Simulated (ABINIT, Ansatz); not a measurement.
# CdF2 (Fm-3m): bands and cutoff in G0W0 with ABINIT

Aim: raise bands and screening cutoff together for CdF2 (Fm-3m) and follow gap and time.

Main program and level: ABINIT 10.8.3; PBE and many-body steps on it, plane waves.

Most raw output is cut from this account.

## Step 1: Set-up

It takes space group Fm-3m (No. 225, cubic). The conventional cell has a = 5.388 Å, b = 5.388 Å, c = 5.388 Å, α = 90.00°, β = 90.00°, γ = 90.00°. Nearest to Cd lie 8 F at 2.33 Å. Nearest to F lie 4 Cd at 2.33 Å. Farther neighbours and most contacts between anions are not listed.

The cell and positions come from the Crystallography Open Database and are kept as given unless a step says otherwise.

## Step 2: Empty states on the mesh, 6×6×6 mesh, 276 bands

This step: ABINIT 10.8.3; DFT, PBE, plane waves, norm-conserving pseudopotentials.

The sums over transitions need many empty states on a uniform mesh; this step solves for them.

File run.abi:

```
acell 3*1.0 Angstrom
rprim 
  0.000000000000 2.694000000000 2.694000000000
  2.694000000000 -0.000000000000 2.694000000000
  2.694000000000 2.694000000000 -0.000000000000
ntypat 2
znucl 48 9
natom 3
typat 1 2 2
xred 
  0.000000000000 0.000000000000 0.000000000000
  0.250000000000 0.250000000000 0.250000000000
  0.750000000000 0.750000000000 0.750000000000
pp_dirpath "pseudos"
pseudos "Cd.upf, F.upf"
ecut 47
ngkpt 6 6 6
nshiftk 1
shiftk 0 0 0
kptopt 1
chksymbreak 0
irdden 1
istwfk *1
nband 276
prtvol 0
optdriver 6
gwr_task "HDIAGO"
paral_kgb 0
occopt 1
indata_prefix "in"
outdata_prefix "out"
tmpdata_prefix "tmp"
```

Command:

```
> OMP_NUM_THREADS=1 mpirun -n 8 abinit run.abi > log
```

Run time: 86 s. Hardware: 8 MPI ranks of Arm Neoverse V2, shared host; peak memory 7.6 GiB.

This step gave:

| Quantity | Value |
| --- | --- |
| gap | 3.143 eV |
| k of the valence top | -0.3333, 0.5, 0.1667 |
| k of the conduction bottom | 0, 0, 0 |
| least direct gap | 3.619 eV |
| k points computed | 16 |
| lowest point of the top converged band, above the valence top | 189.8734 eV |

On this mesh the gap is 3.143 eV.

The density comes from a self-consistent run that is not shown.

## Step 3: Screening, 6×6×6 mesh, 48 bands, screening to 95.2 eV

The RPA dielectric matrix is built and inverted for each q.

This step: RPA screening on PBE, plane waves, norm-conserving pseudopotentials.

Edit run.abi of step 2 so:

```diff
@@ -21,10 +21,11 @@
 chksymbreak 0
-irdden 1
 istwfk *1
-nband 276
-prtvol 0
-optdriver 6
-gwr_task "HDIAGO"
-paral_kgb 0
 occopt 1
+irdwfk 1
+optdriver 3
+nband 48
+ecuteps 3.5
+inclvkb 2
+awtr 1
+symchi 1
 indata_prefix "in"
```

Wall time 25 s (8 MPI ranks); peak memory 1.8 GiB; 3.4 min of CPU time.

This step gave:

```
ε∞ with local fields, on this mesh, along the program's q direction : 2.734
the same without local fields                                       : 2.829
plasma frequency                                                    : 34.62 eV
plane waves in the screening matrix                                 : 65
```

Local fields lower ε∞ by 3 %.

## Step 4: 48 bands, 95.2 eV

The self-energy is evaluated for the states that the input lists, and the levels follow from it, in one-shot runs by the linearised quasiparticle equation.

This step: G0W0 on PBE, plane waves, norm-conserving pseudopotentials.

Edit run.abi of step 3 so:

```diff
@@ -24,8 +24,17 @@
 irdwfk 1
-optdriver 3
+optdriver 4
 nband 48
+gwcalctyp 0
+ecutsigx 47
+symsigma 1
+nkptgw 2
+kptgw 
+  -0.3333333333 0.5000000000 0.1666666667
+  0.0000000000 0.0000000000 0.0000000000
+bdgw 
+  16 19
+  15 21
 ecuteps 3.5
-inclvkb 2
-awtr 1
-symchi 1
+irdscr 1
+ppmodel 1
 indata_prefix "in"
```

The job ended after 4.5 s (8 MPI ranks; peak memory 1.9 GiB).

This step gave:

| Item | Value |
| --- | --- |
| G0W0 gap on the points computed | 5.564 eV |
| starting gap on the mesh | 3.143 eV |
| k of the valence top | -0.3333, 0.5, 0.1667 |
| k of the conduction bottom | 0, 0, 0 |
| Z at the valence top | 0.805 |
| Z at the conduction bottom | 0.877 |
| least direct G0W0 gap on the computed points | 6.282 eV |

The gap on the mesh goes from 3.14 eV to 5.56 eV, a correction of +2.42 eV.

## Step 5: Screening, 6×6×6 mesh, 119 bands, screening to 176.9 eV

This step: RPA screening on PBE, plane waves, norm-conserving pseudopotentials.

Edit run.abi of step 4 so:

```diff
@@ -24,17 +24,8 @@
 irdwfk 1
-optdriver 4
-nband 48
-gwcalctyp 0
-ecutsigx 47
-symsigma 1
-nkptgw 2
-kptgw 
-  -0.3333333333 0.5000000000 0.1666666667
-  0.0000000000 0.0000000000 0.0000000000
-bdgw 
-  16 19
-  15 21
-ecuteps 3.5
-irdscr 1
-ppmodel 1
+optdriver 3
+nband 119
+ecuteps 6.5
+inclvkb 2
+awtr 1
+symchi 1
 indata_prefix "in"
```

The job ended after 2 min (8 MPI ranks; peak memory 3.2 GiB; 16 min of CPU time).

Numbers from this step:

| Quantity | Value |
| --- | --- |
| ε∞ with local fields, on this mesh, along the program's q direction | 2.738 |
| the same without local fields | 2.901 |
| plasma frequency | 34.62 eV |
| plane waves in the screening matrix | 181 |

## Step 6: 119 bands, 176.9 eV

This step: G0W0 on PBE, plane waves, norm-conserving pseudopotentials.

Edit run.abi of step 5 so:

```diff
@@ -24,8 +24,17 @@
 irdwfk 1
-optdriver 3
+optdriver 4
 nband 119
+gwcalctyp 0
+ecutsigx 47
+symsigma 1
+nkptgw 2
+kptgw 
+  -0.3333333333 0.5000000000 0.1666666667
+  0.0000000000 0.0000000000 0.0000000000
+bdgw 
+  16 19
+  15 21
 ecuteps 6.5
-inclvkb 2
-awtr 1
-symchi 1
+irdscr 1
+ppmodel 1
 indata_prefix "in"
```

The job ended after 13 s (8 MPI ranks; peak memory 2.5 GiB; 99 s of CPU time).

Numbers from this step:

* G0W0 gap on the points computed: 5.343 eV
* starting gap on the mesh: 3.143 eV
* k of the valence top: -0.3333, 0.5, 0.1667
* k of the conduction bottom: 0, 0, 0
* Z at the valence top: 0.803
* Z at the conduction bottom: 0.875
* least direct G0W0 gap on the computed points: 6.079 eV

Against G0W0 in ABINIT (6×6×6 mesh, 48 bands, screening to 95.2 eV, Godby-Needs plasmon pole), the gap moves by −0.221 eV.

## Step 7: Screening, 6×6×6 mesh, 268 bands, screening to 272.1 eV

This step: RPA screening on PBE, plane waves, norm-conserving pseudopotentials.

Edit run.abi of step 6 so:

```diff
@@ -24,17 +24,8 @@
 irdwfk 1
-optdriver 4
-nband 119
-gwcalctyp 0
-ecutsigx 47
-symsigma 1
-nkptgw 2
-kptgw 
-  -0.3333333333 0.5000000000 0.1666666667
-  0.0000000000 0.0000000000 0.0000000000
-bdgw 
-  16 19
-  15 21
-ecuteps 6.5
-irdscr 1
-ppmodel 1
+optdriver 3
+nband 268
+ecuteps 10
+inclvkb 2
+awtr 1
+symchi 1
 indata_prefix "in"
```

It took 12 min on 8 MPI ranks; peak memory 6.3 GiB.

This step gave:

- ε∞ with local fields, on this mesh, along the program's q direction: 2.728
- the same without local fields: 2.907
- plasma frequency: 34.62 eV
- plane waves in the screening matrix: 411

## Step 8: 268 bands, 272.1 eV

This step: G0W0 on PBE, plane waves, norm-conserving pseudopotentials.

Edit run.abi of step 7 so:

```diff
@@ -24,8 +24,17 @@
 irdwfk 1
-optdriver 3
+optdriver 4
 nband 268
+gwcalctyp 0
+ecutsigx 47
+symsigma 1
+nkptgw 2
+kptgw 
+  -0.3333333333 0.5000000000 0.1666666667
+  0.0000000000 0.0000000000 0.0000000000
+bdgw 
+  16 19
+  15 21
 ecuteps 10
-inclvkb 2
-awtr 1
-symchi 1
+irdscr 1
+ppmodel 1
 indata_prefix "in"
```

The job ended after 96 s (8 MPI ranks; peak memory 6 GiB; 13 min of CPU time).

Numbers from this step:

```
G0W0 gap on the points computed              : 5.487 eV
starting gap on the mesh                     : 3.143 eV
k of the valence top                         : -0.3333, 0.5, 0.1667
k of the conduction bottom                   : 0, 0, 0
least direct G0W0 gap on the computed points : 6.224 eV
```

Against G0W0 in ABINIT (6×6×6 mesh, 119 bands, screening to 176.9 eV, Godby-Needs plasmon pole), the gap moves by +0.144 eV.

## Step 9: The runs together

Times are wall times on 8 MPI ranks of Arm Neoverse V2, shared host, good to a factor of about two. A run's time includes the screening step that it read.

```tsv
run	mesh	bands	screening cutoff (eV)	DFT gap (eV)	gap on the mesh (eV)	direct (eV)	ε∞ used	time
48 bands, 95.2 eV	6×6×6	48	95.2	3.143	5.564	6.282	2.73	30 s
119 bands, 176.9 eV	6×6×6	119	176.9	3.143	5.343	6.079	2.74	2.2 min
268 bands, 272.1 eV	6×6×6	268	272.1	3.143	5.487	6.224	2.73	13 min
```

## Step 10: What came out

| Quantity | Value |
| --- | --- |
| 48 bands, 95.2 eV | 5.564 eV |
| 119 bands, 176.9 eV | 5.343 eV |
| 268 bands, 272.1 eV | 5.487 eV |
| known limits | not at the basis limit; d shell near the gap, gap tends to lie low; no spin-orbit coupling |

From the first rung to the last the gap moves by −0.08 eV for 26 times the time. The gap turns back along the series, so no limit is drawn from it. In the G0W0 runs levels were corrected at 2 k points alone, so a gap called «on the mesh» is the least over those, and an edge elsewhere would be missed. A d shell, filled or nearly so, lies near the gap. One-shot GW converges very slowly in bands there, not always from below, and on a semilocal start the gap tends to come out low; starts rich in exact exchange can overshoot instead. The many-body steps are scalar-relativistic: spin-orbit coupling is not in them.

[Paths, hosts, dates, memory and timing lines, banners, echoed tables and standing remarks are left out of the program output.]

[Logs are printed without paths, hosts, clocks, repeated set-up lines and the standing remarks that a program may print on its own settings, such as how far it seeks lower states.]

[Runs of the session that timed out or met a known fault of the program may be left out.]

[Hosts, paths, dates, database ids (printed as entryN), source tags and the programs' standing remarks are cut or masked in the printed files.]

[G0W0 gaps are taken among the corrected bands and points alone; a level outside them can change the order at an edge.]

[Where Ansatz stands beside ABINIT at settings called matched, ABINIT's density can come from a denser mesh and the files from another edition; pairs whose starting gaps differed by over 0.03 eV were left out, so agreement reads better than it is.]
